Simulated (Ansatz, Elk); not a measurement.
# How far do independent atoms describe SiPb2C?

Structure refinements treat a crystal as free atoms side by side. For a made-up structure of SiPb2C (cell and positions from a r2SCAN relaxation) the runs below show what the calculated density changes in F(hkl).

Method: DFT, PBE, all-electron APW+lo, Dirac cores, scalar-relativistic bands, static density, no spin, in Elk 11.2.3 (patched build).

This account leaves out most program logs.

The structure was built from a prototype and need not be the compound's stable phase.

**1. Set-up**

It takes space group P6_3/mmc (No. 194, hexagonal). Conventional cell: a = 3.664 Å, b = 3.664 Å, c = 14.177 Å, α = 90.00°, β = 90.00°, γ = 120.00°. Pb has 3 C at 2.54 Å and 3 Si at 3.01 Å nearest. Si has 6 Pb at 3.01 Å nearest. C has 6 Pb at 2.54 Å nearest. Farther neighbours are not listed.

**2. Ground state and structure factors**

An all-electron density is needed, since X-rays see the cores too. Task 0 finds the density and task 195 Fourier-transforms it; tshift is off so that phases refer to the origin typed.

Input file elk.in:

```
tasks
  0
  195

xctype
  20

spinpol
  .false.

rgkmax
  7.0

gmaxvr
  14.0

lmaxo
  7

lmaxapw
  8

swidth
  0.002

tshift
  .false.

ramdisk
  .false.

hmaxvr
  5.5

maxscl
  120

epspot
  1e-06

sppath
  './'

avec
  6.92355335965 0.00000000000 0.00000000000
  -3.46177667983 5.99597309392 -0.00000000000
  0.00000000000 -0.00000000000 26.79070706739

atoms
  3
  'Pb.in'
  4
  0.6666666667 0.3333333333 0.9010953379   0.000000 0.000000 0.000000
  0.3333333333 0.6666666667 0.0989046621   0.000000 0.000000 0.000000
  0.3333333333 0.6666666667 0.4010953379   0.000000 0.000000 0.000000
  0.6666666667 0.3333333333 0.5989046621   0.000000 0.000000 0.000000
  'Si.in'
  2
  0.3333333333 0.6666666667 0.7500000000   0.000000 0.000000 0.000000
  0.6666666667 0.3333333333 0.2500000000   0.000000 0.000000 0.000000
  'C.in'
  2
  -0.0000000000 -0.0000000000 0.0000000000   0.000000 0.000000 0.000000
  -0.0000000000 0.0000000000 0.5000000000   0.000000 0.000000 0.000000

ngridk
  7 7 2
```

The run is started by

```
OMP_NUM_THREADS=4 elk
```

Run time: 98 s. Hardware: 4 threads of Arm Neoverse N1, shared host; peak memory 0.31 GiB; 3.9 min of CPU time.

SFACRHO.OUT:

```text

h k l indices transformed by vhmat matrix:
   1.000000000       0.000000000       0.000000000    
   0.000000000       1.000000000       0.000000000    
   0.000000000       0.000000000       1.000000000    

      h      k      l  multipl.   |H|            Re(F)            Im(F)           |F|

      0      0      0      1   0.0000000       368.00000     -0.82595960E-16   368.00000    
      0      0     -1      2  0.23452854      0.14469863E-14 -0.42311940E-15  0.15075806E-14
      0      0      2      2  0.46905707       87.729845     -0.86599072E-15   87.729845    
      0      0     -3      2  0.70358561      0.12058219E-13  0.70925927E-15  0.12079060E-13
      0      0     -4      2  0.93811414      -203.98250      0.89257750E-14   203.98250    
      0      1      0      6   1.0479009      -147.64534     -0.51117121E-13   147.64534    
      1     -1      1      6   1.0738249       128.22682     -0.34312972E-13   128.22682    
      1     -1     -1      6   1.0738249      -128.22682      0.84532084E-13   128.22682    
     -1      1     -2      6   1.1480900      -27.479325     -0.82243801E-13   27.479325    
      1      0      2      6   1.1480900      -27.479325     -0.18085458E-13   27.479325    
      0      0      5      2   1.1726427      0.57879451E-14  0.18720599E-14  0.60831667E-14
      1     -1      3      6   1.2621921       250.23555     -0.13005683E-12   250.23555    
      0      1     -3      6   1.2621921      -250.23555     -0.18149348E-12   250.23555    
      1     -1     -4      6   1.4064687       106.37201     -0.33369462E-13   106.37201    
      1      0     -4      6   1.4064687       106.37201     -0.13095095E-13   106.37201    
      0      0     -6      2   1.4071712      -239.68925      0.23028350E-14   239.68925    
      0     -1      5      6   1.5726370       7.6344458     -0.43148736E-13   7.6344458    
     -1      0      5      6   1.5726370      -7.6344458      0.16645077E-13   7.6344458
```

Elk indexes on the primitive cell of elk.in and gives |H| = 4π sin θ/λ in inverse bohr. Below, one row stands for each form hkl of the conventional cell (m members, Friedel mates merged), F is for one primitive cell and the density is static (no thermal factor). Free-atom factors are Waasmaier and Kirfel's, and R is Σm||F|−|F'||/Σm|F|.

```tsv
hkl	m	sin θ/λ (Å⁻¹)	abs F, DFT	neutral atoms	diff.
001	2	0.035	0.000	0.000	+0.000
002	2	0.070	87.730	87.732	-0.002
003	2	0.106	0.000	0.000	+0.000
004	2	0.141	203.982	204.870	-0.888
100	6	0.158	147.645	148.242	-0.597
101	12	0.162	128.227	128.450	-0.223
102	12	0.173	27.479	28.093	-0.613
005	2	0.176	0.000	0.000	+0.000
103	12	0.190	250.236	250.436	-0.200
104	12	0.211	106.372	106.073	+0.299
006	2	0.212	239.689	240.552	-0.863
105	12	0.236	7.634	7.751	-0.117
007	2	0.247	0.000	0.000	+0.000
106	12	0.264	121.486	121.604	-0.118
110	6	0.273	277.388	277.535	-0.147
111	12	0.275	0.000	0.000	+0.000
112	12	0.282	69.587	69.648	-0.061
008	2	0.282	86.469	86.774	-0.305
113	12	0.293	0.000	0.000	+0.000
107	12	0.293	187.322	187.201	+0.121
114	12	0.307	172.907	172.749	+0.158
200	6	0.315	124.524	124.483	+0.041
```

**3. The highest occupied states alone**

An energy window below the Fermi level keeps the highest occupied states, to see at which angles they scatter; shallow core shells can lie inside it and anion s states outside. No new self-consistency is needed.

elk.in, as its differences from that of step 2:

```diff
@@ -1,3 +1,2 @@
 tasks
-  0
   195
@@ -40,2 +39,5 @@
 
+wsfac
+  -0.193390 0.547610
+
 sppath
```

The run is started by

```
OMP_NUM_THREADS=4 elk
```

Run time: 42 s. Hardware: 4 threads; peak memory 0.21 GiB.

States within 12 eV below the Fermi level hold 30.94 electrons; any levels below the window count with the cores, and a count that is not whole means the window cuts a band. Their amplitudes can exceed the total, where window and core parts have opposite phase:

```tsv
hkl	sin θ/λ (Å⁻¹)	abs F, window	abs F, all
001	0.035	0.000	0.000
002	0.070	3.990	87.730
003	0.106	0.000	0.000
004	0.141	4.536	203.982
100	0.158	1.935	147.645
101	0.162	0.395	128.227
102	0.173	4.801	27.479
005	0.176	0.000	0.000
103	0.190	2.236	250.236
104	0.211	3.034	106.372
```

**4. Another functional**

The difference from free atoms is small, so it is set against the change that LDA (Perdew-Wang) makes.

elk.in, as its differences from that of step 3:

```diff
@@ -1,2 +1,3 @@
 tasks
+  0
   195
@@ -4,3 +5,3 @@
 xctype
-  20
+  3
 
@@ -39,5 +40,2 @@
 
-wsfac
-  -0.193390 0.547610
-
 sppath
```

The run is started by

```
OMP_NUM_THREADS=4 elk
```

Wall time 57 s (4 threads); peak memory 0.25 GiB; 2.3 min of CPU time.

Against the first run R = 0.02 %; the largest change is +0.079 at 004.

**5. Basis size**

The basis and the expansions that go with it are enlarged, to see whether the differences are converged.

elk.in, as its differences from that of step 4:

```diff
@@ -5,3 +5,3 @@
 xctype
-  3
+  20
 
@@ -11,12 +11,12 @@
 rgkmax
-  7.0
+  8.5
 
 gmaxvr
-  14.0
+  18.0
 
 lmaxo
-  7
+  9
 
 lmaxapw
-  8
+  10
```

The run is started by

```
OMP_NUM_THREADS=4 elk
```

Wall time 4.4 min (4 threads); peak memory 0.6 GiB.

Against the first run R = 0.00 %; the largest change is -0.016 at 116.

**6. Settings against the effect**

```tsv
run	R against the first run (%)	R against neutral atoms, low angle (%)	wall time
PBE, rgkmax 7	0.00	0.20	98 s
LDA (Perdew-Wang)	0.02	0.19	57 s
rgkmax 8.5 with larger expansions	0.00	0.20	4.4 min
```

**7. Summary of results**

| Item | Value |
| --- | --- |
| R against neutral atoms, sin θ/λ < 0.3 Å⁻¹ | 0.20 % |
| R against neutral atoms, 0.3 to 0.71 Å⁻¹ | 0.04 % |

What this shows: Independent neutral atoms miss the calculated amplitudes by R = 0.20 % below 0.3 Å⁻¹ and 0.04 % from there to 0.71 Å⁻¹; by shells, 0.31 % below 0.15 Å⁻¹ (2 forms), 0.20 % 0.15 to 0.3 (12 forms), 0.04 % 0.3 to 0.45 (25 forms), 0.04 % above 0.45 (79 forms). Bonding, aspherical density and the tables' own atoms all enter these figures, and the runs don't part them. The largest change of an amplitude is -0.89 electrons, at 004. The window's part falls from 30.9 electrons at the origin to at most 0.38 between 0.45 and 0.71 Å⁻¹. Below 0.3 Å⁻¹ the changes that finished (LDA (Perdew-Wang) and rgkmax 8.5 with larger expansions) move F by R = 0.02 % at most, against the 0.20 % that separates it from free atoms. The k-mesh has no finished test. Spin-orbit coupling is left out, which can matter for elements this heavy. Part of the difference isn't bonding: the tables are fits to free atoms and ions calculated by other methods than this functional. Thermal motion, anomalous dispersion and extinction are left out.

[Logs are printed without paths, hosts, clocks, repeated set-up lines and the standing remarks that a program may print on its own settings, such as how far it seeks lower states.]

[Hosts, paths, dates, database ids (printed as entryN), source tags and the programs' standing remarks are cut or masked in the printed files.]
